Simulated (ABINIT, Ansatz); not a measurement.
# KTaO3 (Pm-3m): third-order response

Aim: Raman and infrared lines of KTaO3 (Pm-3m).

Program: ABINIT 10.8.3. Level of theory: DFT LDA, scalar-relativistic, plane waves, PseudoDojo norm-conserving pseudopotentials. Results are calculated unless marked as measured.

### 1. Starting point

Symmetry: Pm-3m, No. 221, cubic system. Conventional cell: a = 3.998 Å, b = 3.998 Å, c = 3.998 Å, α = 90.00°, β = 90.00°, γ = 90.00°. Nearest to K lie 12 O at 2.83 Å. Ta has 6 O at 2.00 Å nearest. Nearest to O lie 2 Ta at 2.00 Å and 4 K at 2.83 Å. Farther neighbours and most contacts between anions are not listed.

### 2. A first look

A first run with smearing and empty bands tells whether the crystal has a gap, which decides between fixed occupations and smearing later on.

The input, probe.abi:

```
# ground state
tolvrs 1.0d-08
prtden 1
prtwf 1

# basis, mesh and filling
ecut 36.0
ngkpt 4 4 4
nshiftk 1
shiftk 0.0 0.0 0.0
istwfk *1
occopt 7
tsmear 0.005
nband 29
nstep 100
diemac 9.0
prtebands 0
prtgsr 0

# cell and atoms
acell 7.555880937 7.555880937 7.555880937
rprim 
    1.0 0.0 0.0
    0.0 1.0 0.0
    0.0 0.0 1.0
ntypat 3
znucl 19 73 8
natom 5
typat 1 2 3 3 3
xred 
    0.0 0.0 0.0
    0.5 0.5 0.5
    0.5 0.5 0.0
    0.5 0.0 0.5
    0.0 0.5 0.5
pp_dirpath "./pseudo"
pseudos "K.upf, Ta.upf, O.upf"
```

On the command line:

```console
OMP_NUM_THREADS=1 mpirun -n 10 abinit probe.abi > probe.log
```

Numbers of over 12 decimals in the logs are rounded to 6 here.

probe.abo, the main output file:

```text
[banners, grids, parts of the stress and lines that vanish by symmetry left out]
- input  file    -> probe.abi
- output file    -> probe.abo
- root for input  files -> probei
[...]
Symmetries : space group Pm -3 m (#221); Bravais cP (primitive cubic)
[...]
mpw =        4492          nfft =       91125          nkpt =          10
[...]
== DATASET  1 ==================================================================
[...]
cutoff_energies: {ecut:  36.0, pawecutdg:  -1.0, }
[...]
ETOT  1  -144.34907547606    -1.443E+02 8.861E-02 1.646E+03
 ETOT  2  -142.91478185811     1.434E+00 2.987E-02 6.387E+03
 ETOT  3  -144.85979030745    -1.945E+00 1.392E-02 1.062E+02
 ETOT  4  -144.87804969957    -1.826E-02 7.279E-03 3.369E+01
 ETOT  5  -144.88277750140    -4.728E-03 2.064E-03 4.841E+00
[...]
ETOT 10  -144.88427874141    -4.302E-09 1.317E-04 1.200E-07
 ETOT 11  -144.88427874143    -1.651E-11 6.887E-05 5.716E-10
 At SCF step   11       vres2   =  5.72E-10 < tolvrs=  1.00E-08 =>converged.
[...]
sigma(1 1)=  3.35501475E-04  sigma(3 2)=  0.00000000E+00
  sigma(2 2)=  3.35501475E-04  sigma(3 1)=  0.00000000E+00
  sigma(3 3)=  3.35501475E-04  sigma(2 1)=  0.00000000E+00
[...]
convergence: {deltae: -1.651E-11, res2:  5.716E-10, residm:  6.887E-05, diffor: null, }
etotal    :  -1.44884279E+02
[...]
sigma(1 1)=  3.35501475E-04  sigma(3 2)=  0.00000000E+00
  sigma(2 2)=  3.35501475E-04  sigma(3 1)=  0.00000000E+00
  sigma(3 3)=  3.35501475E-04  sigma(2 1)=  0.00000000E+00
[...]
- sigma(1 1)=  9.87079419E+00  sigma(3 2)=  0.00000000E+00
- sigma(2 2)=  9.87079419E+00  sigma(3 1)=  0.00000000E+00
- sigma(3 3)=  9.87079419E+00  sigma(2 1)=  0.00000000E+00
[...]
fcart     -0.0000000000E+00 -0.0000000000E+00 -0.0000000000E+00
           strten      3.3550147532E-04  3.3550147532E-04  3.3550147532E-04
================================================================================

[key lines of the parts left out:]
pressure_GPa:  -9.8708E+00
```

Elapsed: 8.8 s, on 10 MPI ranks of Arm Neoverse V2, shared host; 87 s of CPU time.

Read from the output:

```
volume per atom   : 12.78 Å³
pressure          : -9.871 GPa
gap on the k-mesh : 2.054 eV
```

A gap of 2.1 eV opens on this mesh, so the crystal is taken as an insulator; the printed pressure holds the stress of the finite basis too.

### 3. Rough relaxation

The typed start is rough, so a first relaxation with smearing and loose thresholds takes it towards rest cheaply.

The input, prerelax.abi:

```
# relaxation
ionmov 2
optcell 2
dilatmx 1.15
chkdilatmx 0
ntime 40
tolmxf 3.0d-04
tolvrs 1.0d-10
prtwf 0
prtden 0
chksymtnons 0

# basis, mesh and filling
ecut 36.0
ecutsm 3.0
ngkpt 4 4 4
nshiftk 1
shiftk 0.0 0.0 0.0
istwfk *1
occopt 7
tsmear 0.005
nband 29
nstep 100
diemac 9.0
prtebands 0
prtgsr 0

# cell and atoms
acell 7.555880937 7.555880937 7.555880937
rprim 
    1.0 0.0 0.0
    0.0 1.0 0.0
    0.0 0.0 1.0
ntypat 3
znucl 19 73 8
natom 5
typat 1 2 3 3 3
xred 
    0.0 0.0 0.0
    0.5 0.5 0.5
    0.5 0.5 0.0
    0.5 0.0 0.5
    0.0 0.5 0.5
pp_dirpath "./pseudo"
pseudos "K.upf, Ta.upf, O.upf"
```

On the command line:

```console
OMP_NUM_THREADS=1 mpirun -n 10 abinit prerelax.abi > prerelax.log
```

prerelax.abo, the main output file:

```text
[banners, grids, parts of the stress and lines that vanish by symmetry left out]
- input  file    -> prerelax.abi
- output file    -> prerelax.abo
- root for input  files -> prerelaxi
[...]
Symmetries : space group Pm -3 m (#221); Bravais cP (primitive cubic)
[...]
mpw =        6816          nfft =      110592          nkpt =          10
[...]
== DATASET  1 ==================================================================
[...]
cutoff_energies: {ecut:  36.0, pawecutdg:  -1.0, }
[...]
ETOT  1  -144.32816741864    -1.443E+02 1.313E-01 2.026E+03
 ETOT  2  -142.87198618117     1.456E+00 1.281E-02 7.938E+03
 ETOT  3  -144.85938430310    -1.987E+00 1.829E-02 1.258E+02
 ETOT  4  -144.87719800875    -1.781E-02 2.419E-03 3.993E+01
 ETOT  5  -144.88162939881    -4.431E-03 1.889E-03 6.024E+00
[...]
At SCF step   12       vres2   =  4.69E-13 < tolvrs=  1.00E-10 =>converged.
[...]
ETOT  8  -144.88621595313     1.145E-11 7.552E-05 8.098E-12
 At SCF step    8       vres2   =  8.10E-12 < tolvrs=  1.00E-10 =>converged.
[...]
sigma(1 1)=  2.04932368E-07  sigma(3 2)=  0.00000000E+00
  sigma(2 2)=  2.04932368E-07  sigma(3 1)=  0.00000000E+00
  sigma(3 3)=  2.04932368E-07  sigma(2 1)=  0.00000000E+00
[...]
convergence: {deltae:  1.145E-11, res2:  8.098E-12, residm:  7.552E-05, diffor: null, }
etotal    :  -1.44886216E+02
[...]
At Broyd/MD step   4, gradients are converged :
[...]
sigma(1 1)=  2.04932368E-07  sigma(3 2)=  0.00000000E+00
  sigma(2 2)=  2.04932368E-07  sigma(3 1)=  0.00000000E+00
  sigma(3 3)=  2.04932368E-07  sigma(2 1)=  0.00000000E+00
[...]
- sigma(1 1)=  6.02931842E-03  sigma(3 2)=  0.00000000E+00
- sigma(2 2)=  6.02931842E-03  sigma(3 1)=  0.00000000E+00
- sigma(3 3)=  6.02931842E-03  sigma(2 1)=  0.00000000E+00
[...]
fcart     -0.0000000000E+00 -0.0000000000E+00 -0.0000000000E+00
           strten      2.0493236782E-07  2.0493236783E-07  2.0493236782E-07
================================================================================

[key lines of the parts left out:]
pressure_GPa:  -6.0293E-03
Total energy (etotal) [Ha]= -1.44886215953133E+02
```

It took 30 s on 10 MPI ranks.

Step by step:

| step | energy less that of the first step (eV) | largest force (eV/Å) | volume (Å³) |
| --- | --- | --- | --- |
| 1 | 0.0000 | 0.0000 | 63.92 |
| 2 | -0.0696 | 0.0000 | 62.18 |
| 3 | -0.0822 | 0.0000 | 61.03 |
| 4 | -0.0823 | 0.0000 | 61.11 |

```
conventional cell, symmetrised  before  after  change
                         a (Å)   3.998  3.939  -1.5 %
                         b (Å)   3.998  3.939  -1.5 %
                         c (Å)   3.998  3.939  -1.5 %
              volume (Å³/atom)   12.78  12.22  -4.4 %
```

The relaxed structure:

```xyz
5
Lattice="3.9388 0.0000 0.0000 0.0000 3.9388 0.0000 0.0000 0.0000 3.9388" Properties=species:S:1:pos:R:3 pbc="T T T"
K     0.0000    0.0000    0.0000
Ta    1.9694    1.9694    1.9694
O     1.9694    1.9694    0.0000
O     1.9694    0.0000    1.9694
O     0.0000    1.9694    1.9694
```

This step gave:

```
volume per atom   : 12.22 Å³
pressure          : -0.006029 GPa
gap on the k-mesh : 2.149 eV
```

The volume changes by -4.4 % in this run and stands -4.4 % from the first cell.

### 4. Relaxing the cell and atoms

The harmonic expansion needs vanishing forces, and a free crystal bears no stress, so cell and atoms are brought to rest. Stress is more sensitive to the basis than forces are: the last 3 Ha under the cutoff are smoothed with ecutsm, and the cutoff is raised above that of the later runs.

The input, relax.abi:

```
# relaxation
ionmov 2
optcell 2
dilatmx 1.08
ntime 40
tolmxf 1.0d-05
tolvrs 1.0d-14
prtwf 0
prtden 0
chksymtnons 0

# basis, mesh and filling
ecut 44.0
ecutsm 3.0
ngkpt 6 6 6
nshiftk 1
shiftk 0.0 0.0 0.0
istwfk *1
occopt 1
nband 20
nstep 100
diemac 9.0
prtebands 0
prtgsr 0

# cell and atoms
acell 7.443241394 7.443241394 7.443241394
rprim 
    1.0 0.0 0.0
    0.0 1.0 0.0
    0.0 0.0 1.0
ntypat 3
znucl 19 73 8
natom 5
typat 1 2 3 3 3
xred 
    0.0 0.0 0.0
    0.5 0.5 0.5
    0.5 0.5 0.0
    0.5 0.0 0.5
    0.0 0.5 0.5
pp_dirpath "./pseudo"
pseudos "K.upf, Ta.upf, O.upf"
```

On the command line:

```console
OMP_NUM_THREADS=1 mpirun -n 16 abinit relax.abi > relax.log
```

relax.abo, the main output file:

```text
[banners, grids, parts of the stress and lines that vanish by symmetry left out]
- input  file    -> relax.abi
- output file    -> relax.abo
- root for input  files -> relaxi
[...]
Symmetries : space group Pm -3 m (#221); Bravais cP (primitive cubic)
[...]
mpw =        7264          nfft =      125000          nkpt =          20
[...]
== DATASET  1 ==================================================================
[...]
-    --> not optimal distribution: autoparal keyword recommended in input file <--
[...]
cutoff_energies: {ecut:  44.0, pawecutdg:  -1.0, }
[...]
ETOT  1  -144.41764695956    -1.444E+02 2.643E-01 1.342E+03
 ETOT  2  -144.38302182183     3.463E-02 7.432E-03 2.106E+03
 ETOT  3  -144.86187909015    -4.789E-01 1.824E-02 1.531E+02
 ETOT  4  -144.88344786209    -2.157E-02 1.252E-03 3.332E+01
 ETOT  5  -144.88918947860    -5.742E-03 1.084E-04 4.029E-01
[...]
At SCF step   17       vres2   =  7.20E-15 < tolvrs=  1.00E-14 =>converged.
[...]
sigma(1 1)=  2.41648748E-07  sigma(3 2)=  0.00000000E+00
  sigma(2 2)=  2.41648748E-07  sigma(3 1)=  0.00000000E+00
  sigma(3 3)=  2.41648748E-07  sigma(2 1)=  0.00000000E+00
[...]
convergence: {deltae: -6.281E-12, res2:  7.205E-15, residm:  1.765E-14, diffor: null, }
etotal    :  -1.44889276E+02
[...]
ETOT  1  -144.88927618279    -1.449E+02 1.138E-11 1.083E-04
[...]
ETOT  9  -144.88927619208     3.979E-12 2.179E-17 3.609E-14
 ETOT 10  -144.88927619209    -2.615E-12 1.645E-18 1.882E-15
 At SCF step   10       vres2   =  1.88E-15 < tolvrs=  1.00E-14 =>converged.
[...]
sigma(1 1)=  7.87034640E-08  sigma(3 2)=  0.00000000E+00
  sigma(2 2)=  7.87034640E-08  sigma(3 1)=  0.00000000E+00
  sigma(3 3)=  7.87034640E-08  sigma(2 1)=  0.00000000E+00
[...]
convergence: {deltae: -2.615E-12, res2:  1.882E-15, residm:  1.645E-18, diffor: null, }
etotal    :  -1.44889276E+02
[...]
At Broyd/MD step   2, gradients are converged :
[...]
sigma(1 1)=  7.87034640E-08  sigma(3 2)=  0.00000000E+00
  sigma(2 2)=  7.87034640E-08  sigma(3 1)=  0.00000000E+00
  sigma(3 3)=  7.87034640E-08  sigma(2 1)=  0.00000000E+00
[...]
- sigma(1 1)=  2.31553586E-03  sigma(3 2)=  0.00000000E+00
- sigma(2 2)=  2.31553586E-03  sigma(3 1)=  0.00000000E+00
- sigma(3 3)=  2.31553586E-03  sigma(2 1)=  0.00000000E+00
[...]
fcart     -0.0000000000E+00 -0.0000000000E+00 -0.0000000000E+00
           strten      7.8703464036E-08  7.8703464024E-08  7.8703464024E-08
================================================================================

[key lines of the parts left out:]
pressure_GPa:  -2.3155E-03
Total energy (etotal) [Ha]= -1.44889276192086E+02
```

Run time: 30 s. Hardware: 16 MPI ranks; 8 min of CPU time.

Little changed from the start: no atom moved by 0.005 Å and no cell edge by 0.1 %.

Numbers from this step:

| Quantity | Value |
| --- | --- |
| pressure | -0.002316 GPa |

The volume changes by -0.0 % in this run and stands -4.4 % from the first cell.

### 5. Ground state

First-order wavefunctions inherit every error of the ground state, hence the very tight tolvrs. The mesh is shifted off Γ, since shifted meshes converge sums over the zone faster.

The input, gs.abi:

```
# ground state
tolvrs 1.0d-16
prtden 1
prtwf 1

# basis, mesh and filling
ecut 36.0
ngkpt 6 6 6
nshiftk 1
shiftk 0.5 0.5 0.5
istwfk *1
occopt 1
nband 20
nstep 100
diemac 9.0
prtebands 0
prtgsr 0

# cell and atoms
acell 7.443187435 7.443187435 7.443187435
rprim 
    1.0 0.0 0.0
    0.0 1.0 0.0
    0.0 0.0 1.0
ntypat 3
znucl 19 73 8
natom 5
typat 1 2 3 3 3
xred 
    0.0 0.0 0.0
    0.5 0.5 0.5
    0.5 0.5 0.0
    0.5 0.0 0.5
    0.0 0.5 0.5
pp_dirpath "./pseudo"
pseudos "K.upf, Ta.upf, O.upf"
```

On the command line:

```console
OMP_NUM_THREADS=1 mpirun -n 16 abinit gs.abi > gs.log
```

gs.abo, the main output file:

```text
[banners, grids, parts of the stress and lines that vanish by symmetry left out]
- input  file    -> gs.abi
- output file    -> gs.abo
- root for input  files -> gsi
[...]
Symmetries : space group Pm -3 m (#221); Bravais cP (primitive cubic)
[...]
mpw =        4266          nfft =       91125          nkpt =          10
[...]
== DATASET  1 ==================================================================
[...]
-    --> not optimal distribution: autoparal keyword recommended in input file <--
[...]
cutoff_energies: {ecut:  36.0, pawecutdg:  -1.0, }
[...]
ETOT  1  -144.45001657334    -1.445E+02 2.307E-01 1.012E+03
 ETOT  2  -144.33271172413     1.173E-01 3.148E-02 1.712E+03
 ETOT  3  -144.86183483313    -5.291E-01 1.148E-02 1.061E+02
 ETOT  4  -144.88337322193    -2.154E-02 7.233E-04 2.087E+01
 ETOT  5  -144.88810005482    -4.727E-03 2.791E-05 5.509E-01
[...]
ETOT 18  -144.88827122352    -4.178E-12 6.926E-17 1.275E-16
 ETOT 19  -144.88827122352    -3.695E-13 1.003E-17 7.267E-18
 At SCF step   19       vres2   =  7.27E-18 < tolvrs=  1.00E-16 =>converged.
[...]
sigma(1 1)=  3.24898073E-05  sigma(3 2)=  0.00000000E+00
  sigma(2 2)=  3.24898073E-05  sigma(3 1)=  0.00000000E+00
  sigma(3 3)=  3.24898073E-05  sigma(2 1)=  0.00000000E+00
[...]
convergence: {deltae: -3.695E-13, res2:  7.267E-18, residm:  1.003E-17, diffor: null, }
etotal    :  -1.44888271E+02
[...]
sigma(1 1)=  3.24898073E-05  sigma(3 2)=  0.00000000E+00
  sigma(2 2)=  3.24898073E-05  sigma(3 1)=  0.00000000E+00
  sigma(3 3)=  3.24898073E-05  sigma(2 1)=  0.00000000E+00
[...]
- sigma(1 1)=  9.55883133E-01  sigma(3 2)=  0.00000000E+00
- sigma(2 2)=  9.55883133E-01  sigma(3 1)=  0.00000000E+00
- sigma(3 3)=  9.55883133E-01  sigma(2 1)=  0.00000000E+00
[...]
fcart     -0.0000000000E+00 -0.0000000000E+00 -0.0000000000E+00
           strten      3.2489807323E-05  3.2489807323E-05  3.2489807323E-05
================================================================================

[key lines of the parts left out:]
pressure_GPa:  -9.5588E-01
```

It took 9.4 s on 16 MPI ranks.

Read from the output:

* pressure: -0.9559 GPa

The cell stands at -0.96 GPa: the relaxation ran with a smoothed and higher cutoff and on another k mesh.

### 6. Empty bands

Empty bands on the ground state's density check that the gap assumed so far is there in this cell.

The input, gap.abi:

```
# empty bands on the ground state's density
iscf -2
getden_filepath "gso_DEN"
tolwfr 1.0d-12
nbdbuf 2
prtwf 0

# basis, mesh and filling
ecut 36.0
ngkpt 6 6 6
nshiftk 1
shiftk 0.0 0.0 0.0
istwfk *1
occopt 1
nband 24
nstep 100
diemac 9.0
prtebands 0
prtgsr 0

# cell and atoms
acell 7.443187435 7.443187435 7.443187435
rprim 
    1.0 0.0 0.0
    0.0 1.0 0.0
    0.0 0.0 1.0
ntypat 3
znucl 19 73 8
natom 5
typat 1 2 3 3 3
xred 
    0.0 0.0 0.0
    0.5 0.5 0.5
    0.5 0.5 0.0
    0.5 0.0 0.5
    0.0 0.5 0.5
pp_dirpath "./pseudo"
pseudos "K.upf, Ta.upf, O.upf"
```

On the command line:

```console
OMP_NUM_THREADS=1 mpirun -n 16 abinit gap.abi > gap.log
```

gap.abo, the main output file:

```text
[banners, grids, parts of the stress and lines that vanish by symmetry left out]
- input  file    -> gap.abi
- output file    -> gap.abo
- root for input  files -> gapi
[...]
Symmetries : space group Pm -3 m (#221); Bravais cP (primitive cubic)
[...]
mpw =        4337          nfft =       91125          nkpt =          20
[...]
== DATASET  1 ==================================================================
[...]
-    --> not optimal distribution: autoparal keyword recommended in input file <--
[...]
cutoff_energies: {ecut:  36.0, pawecutdg:  -1.0, }
[...]
-outvars: echo values of variables after computation
            acell      7.4431874350E+00  7.4431874350E+00  7.4431874350E+00 Bohr
================================================================================
```

The job ended after 8.9 s (16 MPI ranks).

Read from the output:

```
gap on the k-mesh : 2.168 eV
```

In this cell the gap on the mesh is 2.2 eV, indirect (smallest direct 2.8 eV), so fixed occupations hold.

(Part 1 of 4 ends here.)

[Host names and launcher messages were left out of these logs when they were recorded.]

[Logs are printed without paths, hosts, clocks, repeated set-up lines and the standing remarks that a program may print on its own settings, such as how far it seeks lower states.]

[Hosts, paths, dates, database ids (printed as entryN), source tags and the programs' standing remarks are cut or masked in the printed files.]
